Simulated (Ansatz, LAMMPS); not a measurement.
# Glassy 60SiO2-40Na2O (mol %) (195 atoms), the geometry as built

This is the geometry as built. Method: Kohn-Sham DFT, PBE, PAW (set soft_2), plane waves (Ansatz 0.2.0); cutoff 420 eV, Γ point, fixed occupations; density 2.79 g/cm³.

Extended XYZ; positions in Å, forces in eV/Å, q the Löwdin charge in e:

```xyz
195
Lattice="13.299 0.000 0.000 0.000 13.299 0.000 0.000 0.000 13.299" Properties=species:S:1:pos:R:3:charge:R:1:forces:R:3 pbc="T T T"
Si 5.67 12.54 12.89 1.67 -0.61 0.39 -1.96
Si 11.29 7.46 4.45 1.72 -1.76 -0.79 -0.46
Si 3.84 6.21 7.08 1.67 0.91 -0.59 0.29
Si 9.25 6.32 8.85 1.57 0.56 -0.97 -1.70
Si 7.26 0.65 6.52 1.64 -1.52 -2.26 1.13
Si 2.21 1.29 12.22 1.70 1.81 4.33 -2.45
Si 12.57 5.49 12.41 1.63 1.07 -0.59 2.47
Si 8.29 11.30 11.87 1.65 -0.51 3.38 0.56
Si 4.70 1.79 5.46 1.70 0.82 1.54 0.56
Si 5.27 3.51 8.14 1.71 -0.54 1.85 1.98
Si 11.86 6.05 6.97 1.62 -1.23 -0.63 1.10
Si 0.44 10.22 8.92 1.63 -0.58 1.58 -1.79
Si 9.80 1.99 2.05 1.54 -1.34 -0.28 2.39
Si 1.93 4.87 4.94 1.69 1.00 0.32 -1.40
Si 3.86 12.07 1.99 1.64 -0.59 -2.72 0.56
Si 2.81 10.23 6.76 1.61 -0.82 0.51 -2.46
Si 1.52 1.76 5.15 1.61 0.07 0.54 -3.99
Si 3.89 5.19 2.28 1.68 -2.72 -1.13 0.49
Si 8.75 7.82 1.37 1.70 0.08 0.96 0.38
Si 8.29 6.45 4.03 1.71 0.36 0.62 0.52
Si 11.11 11.09 12.76 1.68 -1.40 1.97 0.18
Si 10.72 12.37 2.19 1.71 -0.15 -1.86 -2.45
Si 5.92 7.72 0.39 1.71 0.95 -2.56 -0.75
Si 3.54 12.46 10.58 1.63 1.91 1.84 -0.82
Si 4.34 3.38 13.08 1.71 -4.36 1.76 -1.18
Si 12.40 10.30 3.79 1.62 0.26 -0.79 2.43
Si 8.31 3.21 9.25 1.64 2.66 -0.14 -0.19
Si 5.73 9.75 7.99 1.61 -2.09 -2.41 -2.86
Si 6.69 4.91 12.41 1.62 -0.07 2.73 3.92
Si 10.76 1.63 7.74 1.59 -2.87 -0.99 -1.47
Si 12.89 5.68 2.32 1.67 0.95 2.28 -2.40
Si 2.23 5.30 11.51 1.67 2.27 -1.30 -0.63
Si 5.92 8.08 5.42 1.77 -2.81 0.13 0.62
Si 9.08 11.39 5.73 1.62 1.19 1.63 -0.41
Si 4.49 9.04 2.86 1.77 0.70 -0.45 -3.19
Si 2.23 7.52 1.46 1.71 -1.43 -1.23 2.26
Si 12.91 12.27 11.01 1.64 -0.72 -1.81 1.50
Si 2.67 3.02 9.49 1.69 0.14 2.28 2.72
Si 8.30 10.55 2.92 1.69 -0.37 -1.55 -0.38
Na 5.32 11.91 4.77 0.81 -0.18 -0.63 -0.75
Na 3.07 1.53 2.22 0.80 0.52 -0.85 0.57
Na 10.71 11.08 8.97 0.78 1.10 0.50 0.10
Na 1.31 6.74 9.32 0.78 0.56 -0.47 -0.06
Na 8.64 9.27 8.86 0.78 -0.61 -0.61 0.17
Na 9.85 3.36 11.90 0.77 -0.46 0.55 0.39
Na 2.39 0.05 7.29 0.79 0.26 -0.13 -0.11
Na 1.42 3.02 1.64 0.80 0.29 1.30 -0.53
Na 6.87 13.06 9.82 0.78 -1.14 -0.51 0.83
Na 8.13 1.36 12.64 0.78 -0.16 -0.33 0.56
Na 0.45 1.10 8.58 0.79 -0.68 -0.63 0.57
Na 10.57 8.39 11.96 0.79 0.10 0.97 0.11
Na 9.48 0.86 4.78 0.79 -0.08 -0.59 -0.07
Na 2.41 11.24 12.82 0.80 0.46 0.38 0.20
Na 0.15 3.50 7.32 0.79 0.06 0.59 -0.68
Na 10.16 0.57 10.39 0.78 0.56 0.26 -0.15
Na 8.59 12.02 8.84 0.78 -0.58 0.50 -1.02
Na 9.79 3.62 5.30 0.78 0.06 -0.11 0.20
Na 1.09 8.01 4.45 0.79 0.38 -0.08 -1.15
Na 11.96 8.32 1.46 0.80 0.06 -0.25 0.28
Na 3.08 8.95 9.44 0.79 0.08 0.37 -1.52
Na 6.41 6.43 9.00 0.78 -0.22 -0.64 -0.64
Na 4.75 12.26 7.58 0.80 0.07 0.92 0.08
Na 7.83 4.47 6.66 0.81 0.09 0.32 0.62
Na 0.42 12.97 1.21 0.77 0.00 0.30 -0.44
Na 9.82 4.93 1.17 0.80 0.76 0.08 0.52
Na 4.67 7.10 10.66 0.79 0.05 -1.02 0.52
Na 9.56 6.40 12.11 0.79 -0.64 -1.44 -0.21
Na 5.78 10.04 10.84 0.78 -0.24 0.94 0.36
Na 8.66 8.56 6.33 0.81 -0.53 -0.71 -0.72
Na 12.01 0.32 4.63 0.77 0.17 -0.51 0.18
Na 0.58 10.46 0.93 0.77 -0.28 -0.58 0.61
Na 12.46 12.56 6.74 0.78 -0.65 -0.84 0.19
Na 7.53 2.82 4.13 0.76 -0.51 -0.09 -0.70
Na 7.15 4.52 2.15 0.79 -0.39 1.02 -0.71
Na 0.91 7.58 6.73 0.79 0.76 -0.11 0.49
Na 7.28 7.99 10.93 0.77 0.26 -0.02 0.81
Na 5.59 4.76 4.91 0.80 -0.94 0.39 -0.44
Na 11.92 4.38 9.42 0.80 -0.82 1.37 -0.45
Na 12.03 3.33 4.56 0.78 0.69 1.28 1.18
Na 2.98 9.02 11.67 0.77 0.14 -0.82 1.66
Na 12.61 2.30 2.62 0.78 -0.41 -0.43 -0.63
Na 5.80 2.01 2.04 0.78 -0.15 -0.53 -0.16
Na 11.24 9.49 6.54 0.79 0.70 0.47 -0.75
Na 11.98 1.45 13.00 0.78 0.18 -0.45 -0.29
Na 0.26 8.64 12.08 0.77 0.13 -0.02 0.02
Na 12.95 2.63 10.67 0.79 0.78 -0.19 0.36
Na 2.24 10.17 3.91 0.80 -0.18 -0.06 0.28
Na 7.00 13.06 2.37 0.79 -0.01 -0.29 -0.39
Na 6.03 2.06 10.67 0.82 -0.70 0.11 0.39
Na 12.23 7.85 9.56 0.79 -0.65 -0.37 -0.25
Na 1.50 12.47 4.33 0.78 0.08 -0.27 0.03
O 8.54 10.48 4.52 -0.83 -0.14 -1.64 0.89
O 3.59 1.96 12.92 -0.81 0.69 -0.89 0.65
O 9.30 2.37 8.25 -0.80 -0.30 0.62 -0.16
O 2.30 12.20 1.84 -1.03 -2.72 -0.10 -0.53
O 0.85 5.09 12.27 -0.81 -0.66 -0.72 1.07
O 7.20 7.39 4.78 -0.81 0.91 0.02 -0.26
O 8.79 9.13 2.25 -0.81 0.70 1.69 1.05
O 11.32 4.82 6.26 -0.99 -0.91 -3.20 -2.13
O 2.94 11.53 5.79 -1.02 0.66 1.08 0.52
O 6.86 11.48 12.67 -0.81 0.26 -1.62 0.22
O 2.16 2.22 10.77 -0.84 -0.96 -1.70 2.13
O 7.14 0.73 8.05 -0.98 -0.62 -0.46 2.34
O 6.16 0.56 0.20 -0.99 1.43 2.53 1.07
O 10.75 0.63 2.56 -0.86 1.08 0.45 0.98
O 0.03 4.28 2.71 -0.98 0.36 -2.82 1.13
O 7.56 7.86 0.34 -0.83 -0.37 0.53 -1.60
O 12.94 10.93 5.10 -0.97 0.88 1.62 2.23
O 3.10 1.53 5.30 -0.80 2.34 -1.17 1.06
O 5.31 2.54 4.24 -1.00 0.39 1.01 -2.13
O 11.83 11.41 2.83 -0.81 -0.65 2.40 -1.58
O 9.51 10.83 12.74 -0.82 0.16 -1.33 1.69
O 8.22 2.54 10.69 -0.99 -0.04 -0.48 0.38
O 11.20 12.33 0.55 -0.83 0.38 1.70 1.17
O 13.14 5.86 7.85 -1.00 1.93 0.38 1.58
O 8.03 12.59 6.00 -0.84 -1.81 -0.01 -0.04
O 8.14 10.30 10.70 -1.02 -0.49 -2.72 -2.84
O 8.26 1.71 2.39 -1.00 -1.04 -0.12 0.43
O 1.94 2.58 8.24 -0.98 -1.74 -0.87 -3.19
O 2.58 6.80 11.26 -1.00 0.08 1.88 -0.39
O 0.80 6.75 1.98 -0.83 0.21 1.25 0.21
O 5.82 3.54 12.62 -0.81 1.62 -2.05 -0.32
O 4.44 13.15 2.87 -0.99 2.28 3.11 2.29
O 2.62 13.20 11.71 -0.82 -0.70 -2.47 0.26
O 1.06 1.64 13.18 -0.98 -2.43 -0.14 2.31
O 8.09 4.73 13.15 -1.00 1.23 -0.69 -0.04
O 5.05 12.81 11.30 -0.86 1.07 0.13 0.54
O 9.30 11.73 2.37 -0.81 -0.82 0.57 -0.29
O 5.20 5.68 2.81 -0.95 4.66 0.59 2.02
O 12.19 5.49 0.77 -0.83 -0.29 0.10 0.01
O 5.81 8.60 9.03 -1.02 0.18 -2.39 2.54
O 0.23 9.60 3.02 -1.01 2.36 -1.74 -2.49
O 10.46 3.10 2.99 -1.01 0.22 0.77 0.96
O 5.35 8.39 12.42 -1.01 -1.41 1.69 -3.46
O 5.68 0.57 5.88 -0.85 -1.16 -2.23 0.19
O 2.92 4.82 3.62 -0.82 0.01 -0.81 -1.30
O 0.22 11.66 9.68 -0.82 0.79 0.45 -2.13
O 5.83 6.06 0.10 -0.83 -0.11 -0.72 0.69
O 3.44 13.11 9.16 -0.97 -0.05 0.42 -0.66
O 11.02 1.67 6.15 -1.02 -0.03 0.70 -1.51
O 11.91 7.28 5.92 -0.84 0.76 2.23 -0.05
O 8.15 6.73 7.75 -0.99 -0.22 0.20 -0.48
O 3.11 7.21 8.02 -0.95 -0.56 0.20 1.07
O 5.03 2.87 6.75 -0.80 -0.54 -1.33 -2.28
O 2.92 5.28 6.16 -0.81 0.77 -0.78 0.55
O 8.42 6.67 2.45 -0.83 -0.92 -2.33 0.15
O 7.96 4.93 4.42 -1.01 0.06 -0.64 0.21
O 11.39 9.04 4.19 -0.81 -1.16 -0.10 -0.27
O 9.71 7.05 4.56 -0.82 0.56 0.38 1.17
O 2.18 4.58 10.00 -0.84 -0.24 -0.38 -0.84
O 10.08 7.44 0.64 -1.00 1.11 -0.50 -0.67
O 5.06 8.85 4.29 -0.78 1.01 -0.28 2.04
O 10.74 0.11 8.26 -1.01 -0.10 -1.71 0.73
O 6.26 11.07 8.48 -0.97 2.95 3.76 1.51
O 5.43 8.50 1.67 -0.78 -0.12 0.16 1.53
O 10.36 12.15 5.21 -0.99 1.42 0.36 -0.38
O 0.82 5.95 4.94 -0.95 -1.32 0.81 -0.02
O 8.59 12.79 11.29 -1.04 -0.25 0.35 -0.44
O 1.90 8.60 0.43 -0.97 -0.68 2.11 -2.61
O 4.49 12.01 0.54 -0.82 -0.09 -1.49 -2.33
O 4.29 2.93 9.30 -0.81 1.70 -0.45 0.68
O 4.77 5.07 8.00 -0.84 0.51 0.96 -0.40
O 4.09 3.78 1.32 -0.85 -0.34 -0.70 2.08
O 3.14 8.19 2.66 -0.83 -1.73 0.36 1.76
O 1.11 1.26 3.58 -1.04 -0.33 0.70 -0.12
O 2.50 8.98 5.89 -1.00 -1.00 -1.71 -1.43
O 12.70 0.48 10.97 -0.99 -1.02 3.67 -0.59
O 0.80 9.07 9.86 -1.03 1.66 -3.19 3.14
O 0.65 0.89 6.06 -0.99 -1.54 -1.72 2.46
O 0.31 11.74 12.31 -1.00 1.61 -0.87 2.50
O 11.40 11.50 11.22 -0.85 -0.18 0.62 -1.84
O 9.31 7.28 10.10 -1.01 0.15 1.53 1.57
O 1.35 3.34 5.14 -0.82 -0.99 1.48 0.98
O 3.44 10.92 10.70 -1.01 -0.56 -3.54 0.71
O 8.99 4.75 9.31 -0.83 0.65 -0.32 0.24
O 4.04 10.56 2.67 -0.84 0.09 0.51 0.34
O 7.87 1.84 5.83 -1.02 2.53 4.34 -1.89
O 6.85 3.57 8.66 -0.81 -2.60 0.09 -1.38
O 10.73 6.48 8.10 -0.85 -0.41 0.83 1.25
O 10.06 2.15 0.56 -1.00 1.02 0.60 -4.31
O 3.13 6.22 1.32 -0.80 0.29 -1.58 -2.15
O 9.32 10.55 7.08 -1.04 0.04 -1.28 1.54
O 12.29 6.86 11.74 -1.01 -0.76 2.87 -1.39
O 11.80 2.49 8.45 -1.04 4.01 2.03 2.98
O 11.87 6.51 3.31 -0.79 -0.02 -0.23 -0.99
O 1.61 10.44 7.82 -0.83 -0.46 0.91 0.97
O 11.82 9.85 13.25 -1.00 2.07 -3.29 0.75
O 12.36 9.81 8.24 -1.03 -1.25 -0.08 -0.22
O 5.01 6.88 6.10 -0.82 0.67 -0.07 -0.23
O 6.54 5.51 11.04 -0.97 -0.03 1.66 -4.35
O 6.81 10.87 2.66 -0.93 -1.24 1.08 -0.03
O 11.76 4.36 11.68 -1.02 -1.32 -2.27 -0.86
O 4.16 10.07 7.60 -0.86 0.67 -0.16 1.16
O 3.45 4.44 12.20 -0.81 0.00 0.05 0.22
O 6.32 9.22 6.50 -0.82 0.97 -0.06 0.14
```

The quench rate of 20 K/ps is many orders above laboratory rates, so the cell is likely richer in defects and strain than a real sample. The force components of 1.3 eV/Å r.m.s. hold both thermal displacement and the mismatch between the potential that made the cell and DFT. The network of bonds at the start is that of the classical potential that made the cell, and needn't be the one that DFT or experiment would give. Only the Γ point is sampled, in a cell whose shortest periodic width is 13 Å. The Löwdin charges lack the electrons that the projection spills, 0.057 e an atom on average.

The r.m.s. force component is 1.35 eV/Å; the longest force, 5.39 eV/Å, acts on O184.

[Logs are printed without paths, hosts, clocks, repeated set-up lines and the standing remarks that a program may print on its own settings, such as how far it seeks lower states.]

[Hosts, paths, dates, database ids (printed as entryN), source tags and the programs' standing remarks are cut or masked in the printed files.]
